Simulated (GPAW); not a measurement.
# CsH3O2 (Amm2): the O K absorption edge, part 2 of 3

Aim: the near-edge shape at the O K edge of CsH3O2 (Amm2), and what the core hole does to it.

GPAW 26.7.0; X-ray absorption from dipole matrix elements to empty bands, plane-wave PAW LDA.

So far. Step 4 (Spectrum without a core hole, O atom 3): Main maxima below 24 eV (height): 2.6 eV (1.28), 4.1 eV (1.60), 9.4 eV (2.98), 14.0 eV (0.84) and 18.9 eV (0.72). 

## Step 5: Reference energy of the supercell

Level of this step: plane-wave PAW DFT, LDA, self-consistent field (GPAW).

The photon energy needs a difference of total energies, so the cell and mesh of the coming hole run are first run without a hole.

scf.py

```python
import numpy as np
from ase import Atoms
from ase.parallel import parprint, paropen
from gpaw import GPAW, PW, FermiDirac, Mixer, MixerDif, setup_paths
from gpaw.test import gen
setup_paths.insert(0, '.')
gen('O', name='nch1s', xcname='LDA', corehole=(1, 0, 0), write_xml=True)
from gpaw.mpi import world
world.barrier()

atoms = Atoms('Cs3O6H9',
    cell=[[-4.25023165, -4.42520097, 0],
     [4.25023165, -2.21260049, 4.02356038],
     [-4.25023165, 2.21260049, 4.02356038]],
    scaled_positions=[[0, 0.98533106, 0.98533106],
     [0.33333333, 0.65199773, 0.31866439],
     [0.66666667, 0.31866439, 0.65199773],
     [0.83333333, 0.50072768, 0.16739434],
     [0.16666667, 0.16739434, 0.50072768],
     [0.5, 0.83406101, 0.83406101],
     [0.83333333, 0.84617531, 0.51284197],
     [0.16666667, 0.51284197, 0.84617531],
     [0.5, 0.17950864, 0.17950864],
     [0.70615873, 0.3650182, 0.15885946],
     [0.03949207, 0.03168486, 0.4921928],
     [0.3728254, 0.69835153, 0.82552613],
     [0.96050793, 0.4921928, 0.03168486],
     [0.29384127, 0.15885946, 0.3650182],
     [0.6271746, 0.82552613, 0.69835153],
     [0.83333333, 0.72513964, 0.3918063],
     [0.16666667, 0.3918063, 0.72513964],
     [0.5, 0.05847297, 0.05847297]],
    pbc=True)
atoms.calc = calc = GPAW(legacy_gpaw=True, mode=PW(500), xc='LDA', setups={3: 'nch1s'},
    kpts={'size': (3, 3, 3), 'gamma': True}, occupations=FermiDirac(0.02),
    charge=0, mixer=Mixer(0.1, 5, 50), maxiter=150,
    convergence={'density': 0.0001}, txt='scf.txt')
energy = atoms.get_potential_energy() + calc.get_reference_energy()
ef = calc.get_fermi_level()
out = dict(energy=energy, fermi=ef, forces=atoms.get_forces().tolist())
parprint(f'all-electron energy {energy:.4f} eV, Fermi level {ef:.4f} eV')
ev = np.array([[calc.get_eigenvalues(k, s) for k in range(len(calc.get_ibz_k_points()))] for s in range(calc.get_number_of_spins())])
out['homo'], out['lumo'], out['counts'] = ev[ev < ef].max(), ev[ev > ef].min(), sorted(set((ev < ef).sum((0, 2)).tolist()))
out['filled'] = (ev[:, 0] < ef).sum(1).tolist()
import json
with paropen('out.json', 'w') as f:
    json.dump(out, f)
```

Started as:

```sh
> OMP_NUM_THREADS=1 mpirun -n 4 gpaw python scf.py
```

Numbers of over 12 decimals in the logs are rounded to 6 here.

Output:

```text
Input parameters:
  convergence: {density: 0.0001}
  kpts: {gamma: True,
         size: (3, 3, 3)}
  maxiter: 150
  mixer: {backend: pulay,
          beta: 0.1,
          method: separate,
          nmaxold: 5,
          weight: 50}
  mode: {ecut: 500.0,
         name: pw}
  occupations: {fixmagmom: False,
                name: fermi-dirac,
                width: 0.02}
  setups: {3: nch1s}

Initialize ...

[...]
2s(2) :    -0.872866     1.079797
*s    :     0.127134
2p(4) :    -0.337925     0.876472
*p    :     0.662075
*d    :     0.000000
--------------------------------

Diagonalizing with gridspacing h=0.050

state   all-electron     PAW
-------------------------------
2s:      -0.872866    -0.873954
2p:      -0.337925    -0.341740
*d:                    0.050276
*f:                    0.077289
-------------------------------
all-electron energy -647270.2106 eV, Fermi level 3.0663 eV
[key lines of the parts left out:]
Converged after 17 iterations.
Dipole moment: (-0.000000, -0.000000, 4.192065) |e|*Ang
Free energy:    -90.805740
Fermi level: 3.06625
```

Elapsed: 27 s, on 4 MPI ranks of Arm Neoverse V2, shared host; peak memory 0.29 GiB; 1.8 min of CPU time.

Reference energy: -647270.211 eV with the cores included.

## Step 6: Spectrum with FCH, O atom 2

The holes are 6.1 Å apart. In GPAW the data set carries the hole's charge, so charge=0 means a charged cell and charge=-1 a neutral one. The excited electron is left out and a uniform background balances the charge. After the field has converged, empty bands are computed with the density fixed and the dipole matrix elements are summed.

xas.py

```python
import numpy as np
from ase import Atoms
from ase.parallel import parprint, paropen
from gpaw import GPAW, PW, FermiDirac, Mixer, MixerDif, setup_paths
from gpaw.test import gen
setup_paths.insert(0, '.')
gen('O', name='fch1s', xcname='LDA', corehole=(1, 0, 1), write_xml=True)
from gpaw.mpi import world
world.barrier()

atoms = Atoms('Cs3O6H9',
    cell=[[-4.25023165, -4.42520097, 0],
     [4.25023165, -2.21260049, 4.02356038],
     [-4.25023165, 2.21260049, 4.02356038]],
    scaled_positions=[[0, 0.98533106, 0.98533106],
     [0.33333333, 0.65199773, 0.31866439],
     [0.66666667, 0.31866439, 0.65199773],
     [0.83333333, 0.50072768, 0.16739434],
     [0.16666667, 0.16739434, 0.50072768],
     [0.5, 0.83406101, 0.83406101],
     [0.83333333, 0.84617531, 0.51284197],
     [0.16666667, 0.51284197, 0.84617531],
     [0.5, 0.17950864, 0.17950864],
     [0.70615873, 0.3650182, 0.15885946],
     [0.03949207, 0.03168486, 0.4921928],
     [0.3728254, 0.69835153, 0.82552613],
     [0.96050793, 0.4921928, 0.03168486],
     [0.29384127, 0.15885946, 0.3650182],
     [0.6271746, 0.82552613, 0.69835153],
     [0.83333333, 0.72513964, 0.3918063],
     [0.16666667, 0.3918063, 0.72513964],
     [0.5, 0.05847297, 0.05847297]],
    pbc=True)
atoms.calc = calc = GPAW(legacy_gpaw=True, mode=PW(500), xc='LDA', setups={3: 'fch1s'},
    kpts={'size': (3, 3, 3), 'gamma': True}, occupations=FermiDirac(0.02),
    charge=0, mixer=Mixer(0.1, 5, 50), maxiter=150,
    convergence={'density': 0.0001}, txt='scf.txt')
energy = atoms.get_potential_energy() + calc.get_reference_energy()
ef = calc.get_fermi_level()
out = dict(energy=energy, fermi=ef, forces=atoms.get_forces().tolist())
parprint(f'all-electron energy {energy:.4f} eV, Fermi level {ef:.4f} eV')
ev = np.array([[calc.get_eigenvalues(k, s) for k in range(len(calc.get_ibz_k_points()))] for s in range(calc.get_number_of_spins())])
out['homo'], out['lumo'], out['counts'] = ev[ev < ef].max(), ev[ev > ef].min(), sorted(set((ev < ef).sum((0, 2)).tolist()))
out['filled'] = (ev[:, 0] < ef).sum(1).tolist()

from ase.units import Ha
from gpaw.xas import dipole_matrix_elements
nb = int(calc.get_number_of_electrons() / 2) + 138
top, nb = nb, nb + 8 + nb // 12
nscf = calc.fixed_density(kpts={'size': (4, 4, 4), 'gamma': True}, nbands=nb,
    convergence={'bands': top, 'eigenstates': 1e-5}, maxiter=60, txt='nscf.txt')
cell = atoms.cell.array
ops = [cell.T @ U.T @ np.linalg.inv(cell.T) for U in nscf.wfs.kd.symmetry.op_scc]
filled = [36]  # bands filled in the ground state, by spin
E = np.arange(-6, 34, 0.1)
fwhm = np.interp(E, [4, 25], [0.9, 3.5])
Y, X, zero, highest = 0, 0, 1e9, 1e9
for spin in range(nscf.get_number_of_spins()):
    wfs = nscf.wfs
    A = dipole_matrix_elements(wfs.setups[3])
    eps = np.zeros((wfs.kd.nibzkpts, nb))
    d = np.zeros((3, A.shape[1], wfs.kd.nibzkpts, nb), complex)
    for kpt in wfs.kpt_u:
        if kpt.s == spin and 3 in kpt.P_ani:
            eps[kpt.k] = kpt.eps_n * Ha
            d[:, :, kpt.k] = (kpt.weight * wfs.nspins / 2) ** 0.5 * np.inner(A, kpt.P_ani[3])
    world.sum(eps)
    world.sum(d)
    T = np.einsum('amkn,bmkn->abkn', d, d.conj()).real
    T = sum(np.einsum('ai,ijkn,bj->abkn', R, T, R) for R in ops) / len(ops)
    empty = np.ones_like(eps, bool) & (np.arange(nb) >= filled[spin])
    zero, highest = min(zero, eps[empty].min()), min(highest, eps[:, top - 1].min())
    lines = [(eps, T, empty)] if spin == 0 else lines + [(eps, T, empty)]
for eps, T, empty in lines:
    f = np.einsum('aakn->akn', T).reshape(3, -1)
    x = eps.ravel() - zero
    w = np.interp(x, E, fwhm) / 2.35482
    g = np.exp(-0.5 * ((E[:, None] - x) / w) ** 2) / (w * (2 * np.pi) ** 0.5)
    Y = Y + (f * empty.ravel()) @ g.T
    X = X + (f * ~empty.ravel()) @ g.T
out.update(E=E.round(2).tolist(), xas=Y.tolist(), xes=X.tolist(), zero=zero, valid=highest - zero, nk=len(eps), nb=nb)
for i in range(0, len(E), 10):
    parprint(f'{E[i]:7.2f}', *(f'{v:10.3e}' for v in Y[:, i]))
import json
with paropen('out.json', 'w') as f:
    json.dump(out, f)
```

Started as:

```sh
> OMP_NUM_THREADS=1 mpirun -n 4 gpaw python xas.py
```

Output:

```text
Input parameters:
  convergence: {density: 0.0001}
  kpts: {gamma: True,
         size: (3, 3, 3)}
  maxiter: 150
  mixer: {backend: pulay,
          beta: 0.1,
          method: separate,
          nmaxold: 5,
          weight: 50}
  mode: {ecut: 500.0,
         name: pw}
  occupations: {fixmagmom: False,
                name: fermi-dirac,
                width: 0.02}
  setups: {3: fch1s}

Initialize ...

[... PAW data sets ...]

Reference energy: -646628.738106  # eV

Spin-paired calculation

[... convergence settings ...]
Symmetries present (total): 1
  [... symmetry matrices ...]

27 k-points: 3 x 3 x 3 Monkhorst-Pack grid
14 k-points in the irreducible part of the Brillouin zone
       k-points in crystal coordinates                weights
   0:     0.00000000    0.00000000    0.00000000          1/27
   1:     0.00000000    0.00000000    0.33333333          2/27
   2:     0.00000000    0.33333333   -0.33333333          2/27
   3:     0.00000000    0.33333333    0.00000000          2/27
   4:     0.00000000    0.33333333    0.33333333          2/27
   5:     0.33333333   -0.33333333   -0.33333333          2/27
   6:     0.33333333   -0.33333333    0.00000000          2/27
   7:     0.33333333   -0.33333333    0.33333333          2/27
   8:     0.33333333    0.00000000   -0.33333333          2/27
   9:     0.33333333    0.00000000    0.00000000          2/27
          ...
  13:     0.33333333    0.33333333    0.33333333          2/27

Wave functions: Plane wave expansion
  Cutoff energy: 500.000 eV
  Number of coefficients (min, max): 5743, 5801
  Pulay-stress correction: 0.000000 eV/Ang^3 (de/decut=0.000000)
  Using FFTW library
  Wavefunction extrapolation:
    Improved wavefunction reuse through dual PAW basis

Occupation numbers: Fermi-Dirac:
  width: 0.0200  # eV

Eigensolver
   Davidson(niter=2)

Densities:
  Coarse grid: 32*35*35 grid
  Fine grid: 64*70*70 grid
  Total Charge: 1.000000

Density mixing:
  Method: separate
  Backend: pulay
  Linear mixing parameter: 0.1
  old densities: 5
  Width of damping distribution: 1.1
  Damping of long wavelength oscillations: 50

[... Hamiltonian set-up ...]
Number of atoms: 18
Number of atomic orbitals: 48
Number of bands in calculation: 48
Number of valence electrons: 72
Bands to converge: occupied

... initialized

Initializing position-dependent things.

Density initialized from atomic densities
Creating initial wave functions:
  48 bands from LCAO basis set

                    Cs

              OH
             H H

         Cs  O     Cs
             H OH
               H
             OO
            H
              H

Atomic positions and initial magnetic moments

Positions:
   0 Cs     0.000000    0.000000    7.929078    ( 0.0000,  0.0000,  0.0000)
   1 Cs     0.000000   -2.212600    3.905518    ( 0.0000,  0.0000,  0.0000)
   2 Cs    -4.250232   -2.212600    3.905518    ( 0.0000,  0.0000,  0.0000)
   3 O     -2.125116   -4.425201    2.688229    ( 0.0000,  0.0000,  0.0000)
   4 O     -2.125116    0.000000    2.688229    ( 0.0000,  0.0000,  0.0000)
   5 O     -2.125116   -2.212600    6.711790    ( 0.0000,  0.0000,  0.0000)
   6 O     -2.125116   -4.425201    5.468088    ( 0.0000,  0.0000,  0.0000)
[...]
15 H     -2.125116   -4.425201    4.494099    ( 0.0000,  0.0000,  0.0000)
  16 H     -2.125116    0.000000    4.494099    ( 0.0000,  0.0000,  0.0000)
  17 H     -2.125116   -2.212600    0.470539    ( 0.0000,  0.0000,  0.0000)

Unit cell:
           periodic     x           y           z      points  spacing
  1. axis:    yes   -4.250232   -4.425201    0.000000    32     0.1840
  2. axis:    yes    4.250232   -2.212600    4.023560    35     0.1730
  3. axis:    yes   -4.250232    2.212600    4.023560    35     0.1730

  Lengths:   6.135705   6.256925   6.256925
  Angles:   99.959671  77.555009 102.444991

Effective grid spacing dv^(1/3) = 0.1796

iter:   1  -124.818237
iter:   2  -119.314585   -1.40  -0.91
iter:   3  -111.529159   -0.92  -0.99
iter:   4  -111.115626   -2.20  -1.32
iter:   5  -110.810523   -2.01  -1.47
iter:   6  -110.822620   -2.27  -1.94
iter:   7  -110.761219   -3.00  -2.00
iter:   8  -110.764119   -4.51  -2.33
iter:   9  -110.757029c  -3.71  -2.37
iter:  10  -110.756802c  -4.61  -2.87
iter:  11  -110.756726c  -5.51  -3.01
iter:  12  -110.756750c  -5.68  -3.08
iter:  13  -110.756747c  -5.88  -3.26
iter:  14  -110.756727c  -6.36  -3.30
iter:  15  -110.756731c  -5.92  -3.32
iter:  16  -110.756721c  -6.48  -3.78
iter:  17  -110.756719c  -7.13  -4.13c
iter:  18  -110.756719c  -7.67c -4.23c

Converged after 18 iterations.

Dipole moment: (0.015539, -0.805448, 3.595461) |e|*Ang

Energy contributions relative to reference atoms: (reference = -646628.738106)

Kinetic:        +64.660401
Potential:      -83.994382
External:        +0.000000
XC:             -91.512128
Entropy (-ST):   -0.000000
Local:           +0.089390
SIC:             +0.000000
--------------------------
Free energy:   -110.756719
Extrapolated:  -110.756719

Showing only first 2 kpts
 Kpt  Band  Eigenvalues  Occupancy
  0    34      1.98122    2.00000
  0    35      2.25477    2.00000
  0    36      6.15710    0.00000
  0    37      7.11056    0.00000

  1    34      1.93879    2.00000
  1    35      2.16658    2.00000
  1    36      6.99178    0.00000
[...]
Fermi level: 3.01893

Gap: 3.902 eV
Transition (v -> c):
  (s=0, k=0, n=35, [0.00, 0.00, 0.00]) -> (s=0, k=0, n=36, [0.00, 0.00, 0.00])
No difference between direct/indirect transitions

Forces in eV/Ang:
  0 Cs    0.05217   -0.23482   -0.19725
  1 Cs   -0.00007   -0.00008    0.24610
  2 Cs   -0.05215    0.23492   -0.19733
  3 O    -0.00400   -0.00499    1.76853
  4 O     0.08902   -0.19110    0.73138
  5 O    -0.08729    0.19331    0.72963
  6 O    -0.00154   -0.00302   -0.00442
[...]
15 H     0.00001    0.00001    0.32440
 16 H    -0.00403    0.22034   -1.22508
 17 H     0.00402   -0.22034   -1.22508
Scalar-relativistic atomic LDA calculation for O (Oxygen, Z=8)
Core hole in 1s state (1s occupation: 1.0)
300 radial gridpoints.
|------------------------------------------------|
|------------------------------------------------|
[... the atom generator's iteration count ...]

Energy contributions:
-------------------------
Kinetic:      +54.046737
XC:            -5.876031
Potential:   -102.458324
-------------------------
Total:        -54.287618

state      eigenvalue         ekin         rmax
-----------------------------------------------
1s^1.0 :   -21.731873    30.611423        0.127
2s^2.0 :    -1.594915     4.066245        0.801
2p^4.0 :    -1.067100     3.825706        0.682
-----------------------------------------------
(units: Bohr and Hartree)

Generating PAW setup
Kinetic energy of the core from tauc = 30.636371
Cutoffs:
rc(s)=1.300
rc(p)=1.130
rc(d)=1.170
rc(vbar)=1.300
rc(comp)=1.260
rc(nct)=1.300

Kinetic energy of the core states: 30.611423
Charge: 1.0
Core electrons: 1.0
Valence electrons: 6.0
Pseudo-core charge: 0.000198
Shape function alpha=6.299
Pseudo-electron charge 5.280306
state    eigenvalue         norm
--------------------------------
2s(2) :    -1.594915     1.065643
*s    :    -0.594915
2p(4) :    -1.067100     0.787205
*p    :    -0.067100
*d    :     0.000000
--------------------------------

Diagonalizing with gridspacing h=0.050

state   all-electron     PAW
-------------------------------
2s:      -1.594915    -1.596334
2p:      -1.067100    -1.073375
*d:                   -0.060686
*f:                   -0.013559
-------------------------------
all-electron energy -646739.4948 eV, Fermi level 3.0189 eV
[...]
31.00  4.042e-05  3.740e-05  5.421e-05
  32.00  3.187e-05  3.920e-05  5.662e-05
  33.00  2.911e-05  4.289e-05  5.799e-05
```

The job ended after 4.2 min (4 MPI ranks; peak memory 0.58 GiB; 17 min of CPU time).

The O K spectrum, O atom 2, full core hole (charged cell) (energy from the lowest empty level; intensity scaled to a mean of 1 over the first 20 eV; polarised curves are means over the symmetry-equivalent atoms):

```csv
E (eV),isotropic,ε ∥ x,ε ∥ y,ε ∥ z
-2.0,0.00,0.00,0.00,0.00
-1.4,0.00,0.00,0.00,0.00
-0.8,0.00,0.00,0.00,0.00
-0.2,0.00,0.00,0.00,0.01
0.4,0.04,0.03,0.03,0.08
1.0,0.23,0.15,0.12,0.42
1.6,0.85,0.95,0.42,1.17
2.2,1.63,1.97,1.03,1.89
2.8,1.59,1.54,1.41,1.83
3.4,1.21,1.03,1.27,1.34
4.0,1.24,1.15,1.30,1.28
4.6,0.96,0.95,1.12,0.81
5.2,0.96,0.50,1.60,0.78
5.8,2.08,0.27,4.37,1.61
6.4,3.59,0.26,7.76,2.74
7.0,3.35,0.35,6.28,3.42
7.6,2.09,0.52,2.75,2.99
8.2,1.30,0.77,1.30,1.84
8.8,1.08,1.12,1.06,1.06
9.4,1.01,1.34,0.99,0.70
10.0,0.80,1.11,0.80,0.49
10.6,0.56,0.68,0.62,0.39
11.2,0.47,0.46,0.55,0.38
11.8,0.49,0.48,0.57,0.43
12.4,0.54,0.56,0.57,0.50
13.0,0.58,0.62,0.57,0.55
13.6,0.59,0.66,0.56,0.56
14.2,0.58,0.67,0.54,0.52
14.8,0.54,0.67,0.48,0.47
15.4,0.51,0.66,0.43,0.45
16.0,0.51,0.66,0.40,0.46
16.6,0.53,0.70,0.40,0.50
17.2,0.58,0.79,0.42,0.55
17.8,0.64,0.87,0.45,0.58
18.4,0.67,0.91,0.48,0.60
19.0,0.67,0.89,0.51,0.60
19.6,0.65,0.83,0.52,0.59
20.2,0.61,0.75,0.52,0.57
20.8,0.57,0.67,0.51,0.54
21.4,0.54,0.60,0.50,0.52
22.0,0.51,0.56,0.48,0.49
22.6,0.49,0.55,0.45,0.47
23.2,0.48,0.56,0.42,0.46
23.8,0.49,0.59,0.41,0.46
24.4,0.51,0.63,0.42,0.49
25.0,0.57,0.69,0.46,0.56
25.6,0.66,0.77,0.53,0.67
26.2,0.75,0.86,0.61,0.78
26.8,0.83,0.95,0.69,0.86
27.4,0.88,1.00,0.73,0.90
28.0,0.88,1.01,0.72,0.89
28.6,0.83,0.97,0.68,0.84
29.2,0.76,0.89,0.62,0.78
29.8,0.69,0.77,0.56,0.74
30.4,0.63,0.65,0.52,0.73
31.0,0.60,0.55,0.51,0.74
```

Main maxima below 24 eV (height): 2.5 eV (1.73), 6.6 eV (3.75), 13.6 eV (0.59) and 18.7 eV (0.67). 

The hole costs E(hole) − E(ground) = 530.72 eV, and the lowest empty level of the hole cell on the spectrum's mesh lies at 6.16 eV, which puts the zero at 536.87 eV. One term is added: -8.83 eV, since the hole is spin-paired here and a spin-polarised one costs that much less in the free atom (computed apart). The photon energy is then 528.04 eV. The functional and the charged cell's background leave an error in such absolute values: in the free atom LDA prices this hole 4.1 eV below PBE (computed apart), and PBE is itself good to a few eV.

(Part 2 of 3 ends here.)

[Banner, clock and machine lines of the logs are left out without a mark of their own.]

[Logs are printed without paths, hosts, clocks, repeated set-up lines and the standing remarks that a program may print on its own settings, such as how far it seeks lower states.]

[Hosts, paths, dates, database ids (printed as entryN), source tags and the programs' standing remarks are cut or masked in the printed files.]

[Lists of maxima count a maximum above −3 eV only where it reaches 4 % of the highest in the window and stands out from its surroundings by 2 % of it (1.5 % where it reaches 55 %); shoulders and weaker maxima are passed over, and of the rest the first, up to two pre-edge ones and the few strongest are named.]
